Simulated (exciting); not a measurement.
# SrCl2: the Cl K edge from the Bethe–Salpeter equation, part 2 of 3

Aim: the Cl K absorption edge of SrCl2 with the electron–hole interaction treated explicitly, and what each term of the kernel does.

exciting sodium; X-ray absorption, core-level Bethe-Salpeter equation, exchange and statically screened direct term, Tamm-Dancoff, all-electron LAPW+lo PBE.

So far. Step 3 (A richer basis for the empty states): Against the first ground state the total energy moves by -9 meV an atom and the gap by -0.06 eV.

## (4) Screening, kernels and BSE for Cl atom 2

The absorber has 4 Sr at 3.02 Å (tetrahedral, site symmetry -43m).

Input file input.xml:

```
<input>
  <title>SrCl2</title>
  <structure speciespath="." autormt="false" epslat="1.0e-5">
    <crystal>
      <basevect>0.0000000000 6.5920261256 6.5920261256</basevect>
      <basevect>6.5920261256 0.0000000000 6.5920261256</basevect>
      <basevect>6.5920261256 6.5920261256 0.0000000000</basevect>
    </crystal>
    <species speciesfile="Sr.xml" rmt="2.464">
      <atom coord="0.0000000000 0.0000000000 0.0000000000"/>
    </species>
    <species speciesfile="Cl.xml" rmt="2.300">
      <atom coord="0.7500000000 0.7500000000 0.7500000000"/>
      <atom coord="0.2500000000 0.2500000000 0.2500000000"/>
    </species>
  </structure>
  <groundstate do="skip" xctype="GGA_PBE" ngridk="3 3 3" rgkmax="7" gmaxvr="14" nempty="8" swidth="0.001" maxscl="100" epsengy="1e-5"/>
  <xs xstype="BSE" ngridk="4 4 4" ngridq="4 4 4" vkloff="0.097 0.273 0.493" rgkmax="7" nempty="39" gqmax="3" lmaxapwwf="5" lmaxemat="2" broad="0.01654" tevout="true">
    <energywindow intv="100.524 102.141" points="439"/>
    <screening screentype="full" nempty="63"/>
    <BSE xas="true" xasspecies="2" xasatom="1" xasedge="K" bsetype="singlet" nstlxas="1 35"/>
    <qpointset>
      <qpoint>0 0 0</qpoint>
    </qpointset>
    <plan>
      <doonly task="xsgeneigvec"/>
      <doonly task="writepmatxs"/>
      <doonly task="scrgeneigvec"/>
      <doonly task="scrwritepmat"/>
      <doonly task="screen"/>
      <doonly task="scrcoulint"/>
      <doonly task="exccoulint"/>
    </plan>
  </xs>
</input>
```

Input file input.xml for the last start (plan only):

```
  <plan>
    <doonly task="bse"/>
  </plan>
```

Run with:

```console
> OMP_NUM_THREADS=1 mpirun -n 4 exciting
> OMP_NUM_THREADS=4 exciting
```

Numbers of over 12 decimals in the logs are rounded to 6 here.

Log:

```text
| EXCITING SODIUM started for task xsgeneigvec ( 301)                          =
One-shot GS runs for BSE calculations
One-shot GS runs for k+qmt/2 grids
Info(xsgeneigvec): Generating eigenvectors for Q-point      1
Info(xsgeneigvec): Generation of eigenvectors finished
| EXCITING SODIUM started for task writepmatxs ( 320)                          =
Info(writepmatxs): Momentum matrix elements finished
| EXCITING SODIUM started for task scrgeneigvec ( 401)                         =
One-shot GS runs for BSE calculations
One-shot GS runs for k+qmt/2 grids
Info(xsgeneigvec): Generating eigenvectors for Q-point      1
Using screening GS parameters.
Info(xsgeneigvec): Generation of eigenvectors finished
| EXCITING SODIUM started for task scrwritepmat ( 420)                         =
Info(writepmatxs): Momentum matrix elements finished
Info(scrwritepmat): Momentum matrix elements for screening finished
| EXCITING SODIUM started for task screen ( 430)                               =
Info(screenlauncher): Calculating screening for unshifted q-grid.
Info(screenlauncher): Number of q points:       8
Info(screenlauncher): lowest (partially)  unoccupied state:     13
Info(screenlauncher): highest (partially) occupied state  :     12
Info(screenlauncher): number of occupied states considered:   12
Info(screenlauncher): number of unoccupied states considered:   64
Info(screenlauncher): Starting loop over q-points
Info(screenlauncher): Screening for unshifted q-grid finished
Info(screenlauncher): Screening finished
| EXCITING SODIUM started for task scrcoulint ( 440)                           =
Info(scrcoulintlauncher): Setting up screened Coulomb interaction matrix W.
Info(scrcoulintlauncher): Using momentum transfer vectors from list :   1 to  1
Info(scrcoulintlauncher): Calculating screened Coulomb interaction matrix W
Info(scrcoulintlauncher): Momentum transfer list index: iqmt=  1
Info(scrcoulintlauncher): Momentum transfer: vqmtl=   0.000   0.000   0.000
Info(scrcoulintlauncher): Calculating RR block of W
Info(scrcoulint): Inspecting occupations...
Info(setranges_modxs): Number of non-reduced k-points:       64
Info(setranges_modxs): Number of states considered:       52
Info(setranges_modxs): Number of (partially) occupied states:       10
Info(setranges_modxs): Highest (partially) occupied states:       12
Info(setranges_modxs): Number of (partially) unoccupied states:       40
Info(setranges_modxs): Lowest (partially) unoccupied states:       13
Info(scrcoulint): Selecting transitions...
Info(select_transitions): Inspecting transitions in the  band interval:
  lowest occupied state:   1
  highest occupied state:   2
  lowest unoccupied state:  13
  highest unoccupied state:  47
  Opening gap with a scissor of:      0.000/H      0.000/eV
Info(select_transitions): Number of participating transitions:    4480
Info(scrcoulint): Size of file SCCLI will be about     0.151873 GB
Info(scrcoulint): Using q-grid
Info(scrcoulint): Number of reduced q-points:      8
Info(scrcoulint): Number of non-reduced q-points:     64
Info(scrcoulint): Calculating W(G1,G2,qr) fourier coefficients
Info(scrcoulint): Calculating W matrix elements
Info(scrcoulintlauncher): Screened coulomb interaction finished for iqmt=   1
| EXCITING SODIUM started for task exccoulint ( 441)                           =
Info(exccoulintlauncher): Setting up exchange interaction matrix V.
Info(exccoulintlauncher): Using momentum transfer vectors from list :   1 to  1
Info(exccoulintlauncher):Calculating exchange interaction matrix V
Info(exccoulintlauncher): Momentum transfer list index: iqmt=  1
Info(exccoulintlauncher): Momentum transfer: vqmtl=   0.000   0.000   0.000
Info(exccoulintlauncher): Calculating RR block of V
Info(exccoulint): Inspecting occupations...
Info(setranges_modxs): Number of non-reduced k-points:       64
Info(setranges_modxs): Number of states considered:       52
Info(setranges_modxs): Number of (partially) occupied states:       10
Info(setranges_modxs): Highest (partially) occupied states:       12
Info(setranges_modxs): Number of (partially) unoccupied states:       40
Info(setranges_modxs): Lowest (partially) unoccupied states:       13
Info(exccoulint): Selecting transitions...
Info(select_transitions): Inspecting transitions in the  band interval:
  lowest occupied state:   1
  highest occupied state:   2
  lowest unoccupied state:  13
  highest unoccupied state:  47
  Opening gap with a scissor of:      0.000/H      0.000/eV
Info(select_transitions): Number of participating transitions:    4480
Info(exccoulint): Size of file EXCLI will be about     0.151873 GB
Info(exccoulint): Generating plane wave matrix elements for momentum transfer iqmt=   1
  Timing (in seconds)	   :     965.147
Info(exccoulint): Generating V matrix elements
Info(exccoulint): Zeroing Coulomb potential at G+qmt index:  1
Info(exccoulintlauncher): Exchange interaction finished for iqmt=   1
| EXCITING SODIUM started for task bse ( 445)                                  =
Info(bselauncher): Init time:    0.741210
Info(bselauncher): Setting up and diagonalizing BSE Hamiltonian.
Info(bselauncher): Using momentum transfer vectors from list :   1 to  1
Info(bselauncher): Distributing qmt-points over   1 processes.
Info(bselauncher): BSE type: singlet
Info(bselauncher): Momentum transfer list index: iqmt=  1
Info(bselauncher): Momentum transfer: vqmtl=   0.000   0.000   0.000
Info(bse): Inspecting occupations...
Info(setranges_modxs): Number of non-reduced k-points:       64
Info(setranges_modxs): Number of states considered:       52
Info(setranges_modxs): Number of (partially) occupied states:       10
Info(setranges_modxs): Highest (partially) occupied states:       12
Info(setranges_modxs): Number of (partially) unoccupied states:       40
Info(setranges_modxs): Lowest (partially) unoccupied states:       13
Info(select_transitions): Inspecting transitions in the  band interval:
  lowest occupied state:   1
  highest occupied state:   2
  lowest unoccupied state:  13
  highest unoccupied state:  47
  Opening gap with a scissor of:      0.000/H      0.000/eV
Info(select_transitions): Number of participating transitions:    4480
Info(bse): Selecting transitions...
Info(bse):bsegap (eV):  2747.646420
Info(bse): Assembling BSE matrix
  RR/RA blocks of global BSE-Hamiltonian:
  Size of the Hamiltonian:    4480
  Number of k-points:      64
  Distributing matrix to   1 processes
  Local matrix shape   4480 x  4480
Info(bse): max local RAM needed for BSE matrices ~     0.299072 GB
Info(setup_bse_block): Setting up RR part of hamiltonian
Info(setup_bse_block): Singlet spin state
Info(bse): Diagonalizing RR Hamiltonian (TDA)
Info(bse): Invoking Lapack routine ZHEEVR
      4480 eigen solutions found in the interval:
         i1=       1 i2=    4480
Info(bse): Writing excition energies and oscillator strengths to text file.
Info(makespectrum_dist): Making spectrum using formula for coupling with time reversed AR basis.
Info(makespectrum_dist): Using formalism for vanishing momentum transfer.
Info(writederived): Writing quantities derived from the macroscopic dielectric function.
Info(bselauncher): Spectrum finished for iqmt=  1
Info(bselauncher): All done for BSE type singlet
```

The job ended after 31 min (4 MPI ranks of Intel Xeon at 2.70GHz, shared host).

Wall time by task: xsgeneigvec 8.2 s, writepmatxs 10 s, scrgeneigvec 5.2 s, scrwritepmat 6.1 s, screen 1.7 min, scrcoulint 10 min, exccoulint 16 min, bse 2.2 min.

The Cl K spectrum of Cl atom 2 (energy from the Kohn–Sham onset, core level to the lowest empty state found on the meshes used, 2747.39 eV; the ground-state mesh sets it, and the shifted mesh has its lowest transition 0.26 eV above it; Im ε scaled to the maximum of the singlet run; cut below the end of the band set):

```csv
E (eV),Im ε
-4.0,0.02
-3.5,0.03
-3.0,0.04
-2.5,0.06
-2.0,0.09
-1.5,0.19
-1.0,0.35
-0.5,0.47
0.0,0.86
0.5,0.94
1.0,0.60
1.5,0.39
2.0,0.32
2.5,0.28
3.0,0.27
3.5,0.25
4.0,0.27
4.5,0.32
5.0,0.28
5.5,0.24
6.0,0.20
6.5,0.19
7.0,0.19
7.5,0.17
8.0,0.13
8.5,0.13
9.0,0.15
9.5,0.16
10.0,0.16
10.5,0.16
11.0,0.17
11.5,0.17
12.0,0.17
12.5,0.16
13.0,0.19
13.5,0.23
14.0,0.21
14.5,0.17
15.0,0.16
15.5,0.16
16.0,0.19
16.5,0.22
17.0,0.17
17.5,0.14
18.0,0.14
18.5,0.14
19.0,0.14
```

Maxima (height): 0.3 eV (1.00), 4.5 eV (0.32), 11.7 eV (0.17), 13.7 eV (0.23) and 16.4 eV (0.23).

The Hamiltonian has 4480 rows. The lowest groups of eigenvalues and the brightest ones, on the scale above (the program counts from the shifted mesh's onset, 0.26 eV higher). Core spinors bring spin-forbidden partners, so dark means forbidden by spin or by symmetry, and the shifted mesh splits states that symmetry would keep together:

```csv
energy (eV),states within 10 meV,relative strength
-1.247,2,1.7e-4
-1.059,6,1.00
-0.595,2,5.9e-4
-0.585,2,1.2e-4
-0.364,2,0.13
-0.338,4,0.079
-0.130,4,0.21
0.192,6,0.35
0.223,4,0.21
0.248,6,0.26
0.461,4,0.21
0.536,4,0.22
```

## (5) Independent particles

Edit input.xml of step 4 so:

```diff
@@ -20,3 +20,3 @@
     <screening screentype="full" nempty="63"/>
-    <BSE xas="true" xasspecies="2" xasatom="1" xasedge="K" bsetype="singlet" nstlxas="1 35"/>
+    <BSE xas="true" xasspecies="2" xasatom="1" xasedge="K" bsetype="IP" nstlxas="1 35"/>
     <qpointset>
@@ -25,9 +25,3 @@
     <plan>
-      <doonly task="xsgeneigvec"/>
-      <doonly task="writepmatxs"/>
-      <doonly task="scrgeneigvec"/>
-      <doonly task="scrwritepmat"/>
-      <doonly task="screen"/>
-      <doonly task="scrcoulint"/>
-      <doonly task="exccoulint"/>
+      <doonly task="bse"/>
     </plan>
```

Run with:

```console
> OMP_NUM_THREADS=4 exciting
```

Log:

```text
| EXCITING SODIUM started for task bse ( 445)                                  =
Info(bselauncher): Init time:    0.925051
Info(bselauncher): Setting up and diagonalizing BSE Hamiltonian.
Info(bselauncher): Using momentum transfer vectors from list :   1 to  1
Info(bselauncher): Distributing qmt-points over   1 processes.
Info(bselauncher): BSE type: IP
Info(bselauncher): Momentum transfer list index: iqmt=  1
Info(bselauncher): Momentum transfer: vqmtl=   0.000   0.000   0.000
Info(bse): Inspecting occupations...
Info(setranges_modxs): Number of non-reduced k-points:       64
[...]
highest unoccupied state:  47
  Opening gap with a scissor of:      0.000/H      0.000/eV
Info(select_transitions): Number of participating transitions:    4480
Info(bse): Selecting transitions...
Info(bse):bsegap (eV):  2747.646420
Info(bse): IP requested, nothing much to do
Info(bse): Writing excition energies and oscillator strengths to text file.
Info(makespectrum_dist): Making spectrum using formula for coupling with time reversed AR basis.
Info(makespectrum_dist): Using formalism for vanishing momentum transfer.
Info(writederived): Writing quantities derived from the macroscopic dielectric function.
Info(bselauncher): Spectrum finished for iqmt=  1
Info(bselauncher): All done for BSE type IP
```

Wall time 3 s (4 threads).

Maxima (height): 3.3 eV (0.45), 5.8 eV (0.30), 8.3 eV (0.30), 15.2 eV (0.27) and 17.6 eV (0.32); 2 lower ones aren't listed. The spectrum differs from the singlet run by 76 % r.m.s. Moving the earlier curve by +3.2 eV leaves 42 %. The highest maximum lies at 3.3 eV (0.45), against 0.3 eV (1.00).

## (6) Exchange alone

Edit input.xml of step 5 so:

```diff
@@ -20,3 +20,3 @@
     <screening screentype="full" nempty="63"/>
-    <BSE xas="true" xasspecies="2" xasatom="1" xasedge="K" bsetype="IP" nstlxas="1 35"/>
+    <BSE xas="true" xasspecies="2" xasatom="1" xasedge="K" bsetype="RPA" nstlxas="1 35"/>
     <qpointset>
```

Run with:

```console
> OMP_NUM_THREADS=4 exciting
```

Log:

```text
| EXCITING SODIUM started for task bse ( 445)                                  =
Info(bselauncher): Init time:    0.807292
Info(bselauncher): Setting up and diagonalizing BSE Hamiltonian.
Info(bselauncher): Using momentum transfer vectors from list :   1 to  1
Info(bselauncher): Distributing qmt-points over   1 processes.
Info(bselauncher): BSE type: RPA
Info(bselauncher): Momentum transfer list index: iqmt=  1
Info(bselauncher): Momentum transfer: vqmtl=   0.000   0.000   0.000
Info(bse): Inspecting occupations...
Info(setranges_modxs): Number of non-reduced k-points:       64
[...]
Info(setup_bse_block): Setting up RR part of hamiltonian
Info(setup_bse_block): Using RPA approximation
Info(bse): Diagonalizing RR Hamiltonian (TDA)
Info(bse): Invoking Lapack routine ZHEEVR
      4480 eigen solutions found in the interval:
         i1=       1 i2=    4480
Info(bse): Writing excition energies and oscillator strengths to text file.
Info(makespectrum_dist): Making spectrum using formula for coupling with time reversed AR basis.
Info(makespectrum_dist): Using formalism for vanishing momentum transfer.
Info(writederived): Writing quantities derived from the macroscopic dielectric function.
Info(bselauncher): Spectrum finished for iqmt=  1
Info(bselauncher): All done for BSE type RPA
```

Wall time 2.4 min (4 threads).

Maxima (height): 3.3 eV (0.45), 5.8 eV (0.30), 8.3 eV (0.30), 15.2 eV (0.27) and 17.6 eV (0.32); 2 lower ones aren't listed. The spectrum is that of the independent-particle run within 1 %.

## (7) Direct term alone

Edit input.xml of step 6 so:

```diff
@@ -20,3 +20,3 @@
     <screening screentype="full" nempty="63"/>
-    <BSE xas="true" xasspecies="2" xasatom="1" xasedge="K" bsetype="RPA" nstlxas="1 35"/>
+    <BSE xas="true" xasspecies="2" xasatom="1" xasedge="K" bsetype="triplet" nstlxas="1 35"/>
     <qpointset>
```

Run with:

```console
> OMP_NUM_THREADS=4 exciting
```

Log:

```text
| EXCITING SODIUM started for task bse ( 445)                                  =
Info(bselauncher): Init time:    1.134261
Info(bselauncher): Setting up and diagonalizing BSE Hamiltonian.
Info(bselauncher): Using momentum transfer vectors from list :   1 to  1
Info(bselauncher): Distributing qmt-points over   1 processes.
Info(bselauncher): BSE type: triplet
Info(bselauncher): Momentum transfer list index: iqmt=  1
Info(bselauncher): Momentum transfer: vqmtl=   0.000   0.000   0.000
Info(bse): Inspecting occupations...
[...]
Info(setup_bse_block): Setting up RR part of hamiltonian
Info(setup_bse_block): Triplet spin state
Info(bse): Diagonalizing RR Hamiltonian (TDA)
Info(bse): Invoking Lapack routine ZHEEVR
      4480 eigen solutions found in the interval:
         i1=       1 i2=    4480
Info(bse): Writing excition energies and oscillator strengths to text file.
Info(makespectrum_dist): Making spectrum using formula for coupling with time reversed AR basis.
Info(makespectrum_dist): Using formalism for vanishing momentum transfer.
Info(writederived): Writing quantities derived from the macroscopic dielectric function.
Info(bselauncher): Spectrum finished for iqmt=  1
Info(bselauncher): All done for BSE type triplet
```

The job ended after 2.3 min (4 threads).

Maxima (height): 0.3 eV (1.00), 4.5 eV (0.32), 11.7 eV (0.17), 13.7 eV (0.23) and 16.4 eV (0.23). The spectrum is that of the singlet run within 1 %.

[end of part 2 of 3]

[Banner, clock and machine lines of the logs are left out without a mark of their own.]

[Logs are printed without paths, hosts, clocks, repeated set-up lines and the standing remarks that a program may print on its own settings, such as how far it seeks lower states.]

[Hosts, paths, dates, database ids (printed as entryN), source tags and the programs' standing remarks are cut or masked in the printed files.]
